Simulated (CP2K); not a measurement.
Consider mercaptooxirane at its PBE geometry (Å).

```xyz
8

S     1.7522    0.5334    0.6961
C     0.2399   -0.4033    0.4857
C    -0.8884    0.0008   -0.3666
O    -0.0109   -1.0962   -0.7553
H     1.5654    1.3461   -0.3673
H     0.0439   -0.9959    1.3848
H    -0.7926    0.9053   -0.9738
H    -1.9096   -0.2903   -0.1036
```

Method: CP2K XAS_TDP, all-electron GAPW, PBEh(45%), aug-cc-pVDZ, TDA, GW2X-corrected core level, no relativity.

**Question.** Where do the C K-edge lines lie, and how strong are they?

Leading lines: C2 291.14 eV and C3 290.76 eV. The leading line of an atom is its first one with 35 % of the strongest within 2.5 eV of its lowest line over the strength cut. Core ionisation energies at this level: C2 294.28 and C3 294.07 eV.

The first six lines of each atom with a strength over 0.0015:

| atom | energy (eV) | states | strength, one atom | above the computed threshold |
| --- | --- | --- | --- | --- |
| C2 (bonded to C, O, S and H) | 291.14 | 1 | 0.0349 |  |
|  | 291.40 | 1 | 0.0521 |  |
|  | 292.14 | 1 | 0.0179 |  |
|  | 292.47 | 1 | 0.0116 |  |
|  | 292.90 | 1 | 0.0035 |  |
|  | 293.17 | 1 | 0.0022 |  |
| C3 (bonded to C, O and 2 H) | 290.76 | 1 | 0.0448 |  |
|  | 291.77 | 1 | 0.0136 |  |
|  | 292.17 | 1 | 0.0177 |  |
|  | 292.63 | 1 | 0.0063 |  |
|  | 293.06 | 1 | 0.0095 |  |
|  | 293.18 | 1 | 0.0027 |  |

Lines are vertical, at one geometry, with no vibrational structure. GW2X ionisation energies and lines can be off by 1 to 2 eV either way, and a good line position may hide errors that cancel. These values hold no scalar relativity, about 0.1 eV for C 1s. Rydberg lines, and the discretised continuum above threshold, depend on the basis and the box.

[Banner, clock and machine lines of the logs are left out without a mark of their own.]

[Logs are printed without paths, hosts, clocks, repeated set-up lines and the standing remarks that a program may print on its own settings, such as how far it seeks lower states.]

[Hosts, paths, dates, database ids (printed as entryN), source tags and the programs' standing remarks are cut or masked in the printed files.]
